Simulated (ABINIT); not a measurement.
Computed results, one entry a study.

```json
{"subject": "Quasiparticle gap of CsH (Fm-3m) in ABINIT", "lattice_ang": [[-0.0, 3.188, 3.188], [3.188, -0.0, 3.188], [3.188, 3.188, -0.0]], "atoms": [["Cs", 0.0, 0.0, 0.0], ["H", 0.5, 0.5, 0.5]], "method": "RPA screening on LDA, plane waves, norm-conserving pseudopotentials (and 2 further levels or steps)", "program": "ABINIT 10.8.3", "settings": "cutoff 31 Ha, PseudoDojo scalar-relativistic 0.4.1 standard, norm-conserving, ngkpt (4, 4, 4), nband 47, ecuteps 3.9 Ha, inclvkb 2, shiftk (0, 0, 0), symchi 1, awtr 1, frequency ppm, 4×4×4 k-mesh", "cost": "5 runs, 79 s in all on 4 MPI ranks of Arm Neoverse N1, shared host", "notes": "The database entry behind the starting cell differs from other determinations of this structure. The cell and positions come from the Crystallography Open Database and are kept as given unless a step says otherwise. Limits: no spin-orbit coupling.", "results": {"lda_gap": "1.96 eV, direct", "g0w0_gap_on_the_mesh": "4.02 eV", "gw_settings": "4×4×4 mesh, 47 bands, screening to 106.1 eV, Godby-Needs plasmon pole", "known_limits": "short of the basis limit; no spin-orbit coupling"}}
```

[Long decimals in the printed logs are rounded to 6 places.]

[Logs are printed without paths, hosts, clocks, repeated set-up lines and the standing remarks that a program may print on its own settings, such as how far it seeks lower states.]

[Paths, hosts, dates, memory and timing lines, banners, echoed tables and standing remarks are left out of the program output; an Ansatz launch command may be rebuilt from the run's recorded settings. Measured values are a selection of at most five: reports struck by readers or far from the other reports are left out. None is set beside runs whose start may be inverted or whose files or cutoffs have a known fault.]

[Runs of the session that timed out or met a known fault of the program may be left out.]

[Hosts, paths, dates, database ids (printed as entryN), source tags and the programs' standing remarks are cut or masked in the printed files.]

[G0W0 gaps are taken among the corrected bands and points alone; a level outside them can change the order at an edge.]

[Where Ansatz stands beside ABINIT at settings called matched, ABINIT's density can come from a denser mesh and the files from another edition; pairs whose starting gaps differed by over 0.03 eV were left out, so agreement reads better than it is.]
